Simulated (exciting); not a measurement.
# BaTiO3: the Ti L₂,₃ edge from the Bethe–Salpeter equation, part 2 of 2

How far do the exchange and direct terms reshape the Ti L₂,₃ edge of BaTiO3?

exciting sodium; X-ray absorption, core-level Bethe-Salpeter equation, exchange and statically screened direct term, Tamm-Dancoff, all-electron LAPW+lo LDA, spinor conduction states.

So far. Step 6 (Exchange alone): Maxima (height): 2.3 eV (0.40), 3.2 eV (0.34), 3.8 eV (0.33), 5.2 eV (0.37) and 5.7 eV (0.28); 1 lower ones aren't listed. Against the independent-particle run the r.m.s. difference is 60 %. The highest maximum lies at 2.3 eV (0.40), against 1.9 eV (0.79). Step 7 (Direct term alone): Maxima (height): -2.8 eV (1.50), -1.2 eV (0.78), -0.8 eV (0.69), 3.1 eV (0.73) and 5.1 eV (0.34); 1 lower ones aren't listed. The spectrum differs from the singlet run by 105 % r.m.s.

### 8. Exchange cutoff

Changed against the first singlet run: cutoff of the exchange term (bohr⁻¹) from 4.9 to 2.5.

input.xml

```
<input>
  <title>BaTiO3</title>
  <structure speciespath="." autormt="false" epslat="1.0e-5">
    <crystal>
      <basevect>7.5702428539 0.0000000000 0.0000000000</basevect>
      <basevect>0.0000000000 7.5702428539 0.0000000000</basevect>
      <basevect>0.0000000000 0.0000000000 7.5702428539</basevect>
    </crystal>
    <species speciesfile="Ba.xml" rmt="2.341">
      <atom coord="0.5000000000 0.5000000000 0.5000000000"/>
    </species>
    <species speciesfile="Ti.xml" rmt="2.128">
      <atom coord="0.0000000000 0.0000000000 0.0000000000"/>
    </species>
    <species speciesfile="O.xml" rmt="1.543">
      <atom coord="0.0000000000 0.0000000000 0.5000000000"/>
      <atom coord="0.0000000000 0.5000000000 0.0000000000"/>
      <atom coord="0.5000000000 0.0000000000 0.0000000000"/>
    </species>
  </structure>
  <groundstate do="skip" xctype="LDA_PW" ngridk="4 4 4" rgkmax="7" gmaxvr="15" nempty="8" swidth="0.001" maxscl="100" epsengy="1e-5">
    <spin spinorb="true"/>
  </groundstate>
  <xs xstype="BSE" ngridk="2 2 2" ngridq="2 2 2" vkloff="0.097 0.273 0.493" rgkmax="7" nempty="12" gqmax="2.5" lmaxapwwf="5" lmaxemat="3" broad="0.00919" tevout="true">
    <energywindow intv="15.653 16.820" points="381"/>
    <screening screentype="full" nempty="65"/>
    <BSE xas="true" xasspecies="2" xasatom="1" xasedge="L23" bsetype="singlet" nstlxas="1 16"/>
    <qpointset>
      <qpoint>0 0 0</qpoint>
    </qpointset>
    <plan>
      <doonly task="exccoulint"/>
    </plan>
  </xs>
</input>
```

input.xml for the last start (plan only)

```
  <plan>
    <doonly task="bse"/>
  </plan>
```

Run with:

```bash
OMP_NUM_THREADS=1 mpirun -n 8 exciting
OMP_NUM_THREADS=8 exciting
```

Numbers of over 12 decimals in the logs are rounded to 6 here.

What it wrote:

```text
| EXCITING SODIUM started for task exccoulint ( 441)                           =
Info(exccoulintlauncher): Setting up exchange interaction matrix V.
Info(exccoulintlauncher): Using momentum transfer vectors from list :   1 to  1
Info(exccoulintlauncher):Calculating exchange interaction matrix V
Info(exccoulintlauncher): Momentum transfer list index: iqmt=  1
Info(exccoulintlauncher): Momentum transfer: vqmtl=   0.000   0.000   0.000
Info(exccoulintlauncher): Calculating RR block of V
Info(exccoulint): Inspecting occupations...
[...]
Info(setup_bse_block): Setting up RR part of hamiltonian
Info(setup_bse_block): Singlet spin state
Info(bse): Diagonalizing RR Hamiltonian (TDA)
Info(bse): Invoking Lapack routine ZHEEVR
       768 eigen solutions found in the interval:
         i1=       1 i2=     768
Info(bse): Writing excition energies and oscillator strengths to text file.
Info(makespectrum_dist): Making spectrum using formula for coupling with time reversed AR basis.
Info(makespectrum_dist): Using formalism for vanishing momentum transfer.
Info(writederived): Writing quantities derived from the macroscopic dielectric function.
Info(bselauncher): Spectrum finished for iqmt=  1
Info(bselauncher): All done for BSE type singlet
```

Elapsed: 8.4 min, on 8 MPI ranks of Arm Neoverse V1, shared host.

These settings are cheaper. The spectrum differs from the singlet run by 80 % r.m.s. The highest maximum lies at -2.5 eV (1.14), against -0.1 eV (1.00). The exchange integrals of a compact core orbital build up only at large G.

```csv
E (eV),first run,this run
-5.25,0.01,0.02
-5.00,0.01,0.02
-4.75,0.01,0.02
-4.50,0.01,0.03
-4.25,0.02,0.04
-4.00,0.02,0.05
-3.75,0.03,0.07
-3.50,0.03,0.10
-3.25,0.05,0.18
-3.00,0.08,0.38
-2.75,0.14,0.81
-2.50,0.26,1.13
-2.25,0.53,0.65
-2.00,0.41,0.32
-1.75,0.19,0.24
-1.50,0.14,0.29
-1.25,0.16,0.55
-1.00,0.25,0.83
-0.75,0.40,0.78
-0.50,0.62,0.83
-0.25,0.89,0.41
0.00,0.97,0.22
0.25,0.53,0.14
0.50,0.28,0.10
0.75,0.17,0.08
1.00,0.10,0.06
1.25,0.08,0.05
1.50,0.06,0.05
1.75,0.06,0.05
2.00,0.06,0.06
2.25,0.06,0.08
2.50,0.08,0.12
2.75,0.11,0.23
3.00,0.20,0.53
3.25,0.43,0.74
3.50,0.76,0.37
3.75,0.48,0.19
4.00,0.24,0.14
4.25,0.18,0.16
4.50,0.22,0.29
4.75,0.38,0.41
5.00,0.58,0.39
5.25,0.75,0.39
5.50,0.84,0.18
5.75,0.49,0.11
```

### 9. The levels of theory side by side

```csv
level,curve passes 0.15 (eV),highest maximum (eV),its height
IP,0.3,1.9,0.79
RPA,1.7,2.3,0.40
direct only,-3.6,-2.8,1.50
singlet,-2.7,-0.1,1.00
```

```csv
E (eV),IP,RPA,direct only,singlet
-5.25,0.00,0.00,0.02,0.01
-5.00,0.00,0.00,0.03,0.01
-4.75,0.00,0.00,0.03,0.01
-4.50,0.00,0.00,0.04,0.01
-4.25,0.00,0.00,0.06,0.02
-4.00,0.01,0.00,0.08,0.02
-3.75,0.01,0.00,0.13,0.03
-3.50,0.01,0.00,0.22,0.03
-3.25,0.01,0.00,0.45,0.05
-3.00,0.01,0.00,1.09,0.08
-2.75,0.01,0.00,1.48,0.14
-2.50,0.01,0.00,0.90,0.26
-2.25,0.01,0.01,0.42,0.53
-2.00,0.01,0.01,0.26,0.41
-1.75,0.01,0.01,0.25,0.19
-1.50,0.02,0.01,0.40,0.14
-1.25,0.02,0.01,0.75,0.16
-1.00,0.02,0.01,0.69,0.25
-0.75,0.03,0.01,0.69,0.40
-0.50,0.04,0.01,0.43,0.62
-0.25,0.05,0.02,0.21,0.89
0.00,0.08,0.02,0.13,0.97
0.25,0.15,0.04,0.09,0.53
0.50,0.25,0.06,0.08,0.28
0.75,0.30,0.06,0.06,0.17
1.00,0.56,0.10,0.05,0.10
1.25,0.56,0.14,0.04,0.08
1.50,0.56,0.14,0.04,0.06
1.75,0.73,0.16,0.05,0.06
2.00,0.75,0.24,0.06,0.06
2.25,0.51,0.38,0.09,0.06
2.50,0.37,0.32,0.14,0.08
2.75,0.37,0.28,0.31,0.11
3.00,0.35,0.28,0.68,0.20
3.25,0.29,0.34,0.51,0.43
3.50,0.35,0.31,0.24,0.76
3.75,0.31,0.32,0.14,0.48
4.00,0.19,0.26,0.11,0.24
4.25,0.18,0.16,0.15,0.18
4.50,0.29,0.18,0.28,0.22
4.75,0.34,0.23,0.30,0.38
5.00,0.34,0.33,0.32,0.58
5.25,0.25,0.37,0.24,0.75
5.50,0.23,0.27,0.11,0.84
5.75,0.22,0.28,0.07,0.49
```

### 10. Outcome

* absorber and edge: Ti L₂,₃, atom 2
* surroundings: 6 O at 2.00 Å (octahedral, site symmetry m-3m)
* first bright state: -2.59 eV from the Kohn–Sham onset, on this mesh
* highest maximum: -0.1 eV
* cost of the BSE run: 61 min on 8 MPI ranks of Arm Neoverse V1, shared host; the last task ran on as many threads

In words: Is a core exciton bound? Yes on this mesh: the first bright state (over 5 % of the brightest) lies at -2.59 eV from the Kohn–Sham onset and at -3.05 eV from the lowest bare transition of its own mesh; weaker or dark states reach down to -2.91 eV. Lowering the exchange cutoff to 2.5 bohr⁻¹ changes the spectrum by 80 % r.m.s. Exchange alone changes the independent-particle spectrum by 60 % r.m.s. Leaving exchange out of the full kernel changes the spectrum by 105 % r.m.s. With 8 k points the binding energies are rough, and the weak maxima beyond the white lines are largely noise of the mesh. The multiplet shape isn't converged in the kernel cutoffs, and the cutoff of the direct term wasn't varied. Measured L₃ and L₂ lines of such d⁰ ions are about equally strong. The zero comes from the unshifted 4×4×4 ground-state mesh; it is exact only where the band minimum lies on that mesh. The Kohn–Sham onset, 438 eV, is no photon energy (tabulated edge of the element: 453.8 eV): the scale needs a rigid shift. No quasiparticle correction widens the gap or stretches the bands. Charge-transfer satellites and vibrations lie outside this two-particle theory. The structure is a published determination, not relaxed.

[Banner, clock and machine lines of the logs are left out without a mark of their own.]

[Logs are printed without paths, hosts, clocks, repeated set-up lines and the standing remarks that a program may print on its own settings, such as how far it seeks lower states.]

[Hosts, paths, dates, database ids (printed as entryN), source tags and the programs' standing remarks are cut or masked in the printed files.]
